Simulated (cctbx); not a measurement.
## Resonant diffraction in NdTi2Ga2

Space group Fddd (no. 70, origin choice 1), a = 7.3360 Å, b = 10.2300 Å, c = 11.3170 Å, α = 90.00°, β = 90.00°, γ = 90.00°.

| atom | mult. | x | y | z | Ueq (Å²) |
| --- | --- | --- | --- | --- | --- |
| Nd1 | 8 | 3/4 | 3/4 | 1/4 | 0.0124 |
| Ga1 | 16 | 3/4 | 0.4278 | 1/4 | 0.0167 |
| Ti1 | 16 | 3/4 | 1/4 | 0.3879 | 0.0210 |

The model is made up (kin elements in a known structure type, no relaxation), so it says nothing on whether the phase exists.

Calculated with cctbx: free-atom f′ and f″ from the Sasaki tables, no fine structure; amplitudes in electrons.

```
E (eV)  F 1 1 3  F 0 2 2  F 1 1 1  F 2 0 2
  4366    273.1     77.4     24.0    724.6
  4716    263.0     75.7     24.8    720.2
  4846    255.1     75.9     27.5    719.5
  4906    247.9     76.9     31.2    720.1
  4936    240.6     78.3     35.6    721.3
  4951    233.9     79.8     40.1    722.8
  4958    227.8     81.3     44.4    724.2
  4962    221.4     82.9     49.0    725.9
  4970    223.6     82.0     49.9    725.9
  4974    231.8     79.6     43.4    723.6
  4981    238.7     77.6     37.9    721.5
  4996    245.6     75.5     32.3    719.3
  5026    253.2     72.9     25.9    716.5
  5116    262.2     68.9     17.5    711.7
  5366    269.1     61.7      8.7    702.7
```

**Question.** Which edge is crossed, and why do the reflections move as they do?

The K edge of Ti. The edge is at 4966 eV. f′ of Ti falls from -3.5 e at 4846 eV to -7.1 e at 4 eV below it, and f″ steps from 0.44 to 4.00 e across it. Over that approach |F| changes by -13 % (1 1 3), +9 % (0 2 2), +78 % (1 1 1) and +1 % (2 0 2): a reflection falls where Ti scatters in phase with the total and rises where it scatters against it; it hardly moves where the Ti term is small or cancels by symmetry. Above the edge the larger f″ enters the imaginary part, where it can add to or cancel the other atoms' f″. The structure is centrosymmetric, so Friedel mates stay equal.

[Logs are printed without paths, hosts, clocks, repeated set-up lines and the standing remarks that a program may print on its own settings, such as how far it seeks lower states.]
